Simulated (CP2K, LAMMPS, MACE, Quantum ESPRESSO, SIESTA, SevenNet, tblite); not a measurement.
# Pressure against volume in amorphous carbon (64 atoms), MACE MP-0b3 medium

Density of this cell: 1.74 g/cm³. The cell holds 64 atoms: 64 C. Cell: a = 9.022 Å, b = 9.022 Å, c = 9.022 Å, α = 90.0°, β = 90.0°, γ = 90.0°. 64 atoms (64 C) placed at random at 1.74 g/cm³, melted at 5500 K for 10 ps at fixed volume with the LCBOP (Los and Fasolino, Phys. Rev. B 68, 024107 (2003)). Quenched from 5500 K to 300 K at 100 K/ps and fixed volume, held 5 ps. Then the atoms were relaxed with SevenNet 0 in the fixed cell.

Calculated with MACE MP-0b3 medium: MACE MP-0b3 medium, trained on PBE(+U) plane-wave data, no dispersion term. The unchanged cell has V0 = 11.476 Å³ an atom and P0 = -4.981 GPa. It is scaled evenly, and SevenNet 0 relaxes the atoms at each volume before the single point.

```
volume (Å³/atom)  pressure (GPa)
          10.787               ?
          11.131          -2.632
          11.820          -7.068
          12.164          -8.917
```

Task: Fit a second-order expansion in ln V to the rows given and extrapolate to the withheld row.

**Working.**

To second order in u = ln(V/V0), P = P0 − B u + ½ B B′ u², with B the bulk modulus at V0 and B′ its pressure derivative. So v = (P − P0)/u is a line in u, with intercept −B and slope ½ B B′.

```
         u   v (GPa)
-0.0304592  -77.1163
 0.0295588  -70.5780
 0.0582689  -67.5437
```

With n = 3: mean u = 0.0191228, mean v = -71.7460, Σ(u − ū)² = 0.0040997, Σ(u − ū)(v − v̄) = 0.44296. Slope b = 0.44296 / 0.0040997 = 108.05; intercept a = v̄ − b ū = -73.812.

So B = 73.8 GPa and B′ = 2b/B = 2.9. At the withheld volume u = -0.06188, v = a + b u = -80.50 GPa, and P = P0 + u v.

Prediction at 10.787: -5.79e-4 GPa. The run gave -0.0971 GPa, so the fit is high by 0.097 GPa (1.1 % of the range of the table).

B′ = 2.9 rests on three points. Among the rows given, the largest miss of the fit is at 12.164, by 0.0016 GPa (0.018 % of the range of the table).

Limits: Static cells at zero temperature, with the cell shape held. The atoms follow SevenNet 0, not this level's own minimum.

[Logs are printed without paths, hosts, clocks, repeated set-up lines and the standing remarks that a program may print on its own settings, such as how far it seeks lower states.]

[Hosts, paths, dates, database ids (printed as entryN), source tags and the programs' standing remarks are cut or masked in the printed files.]
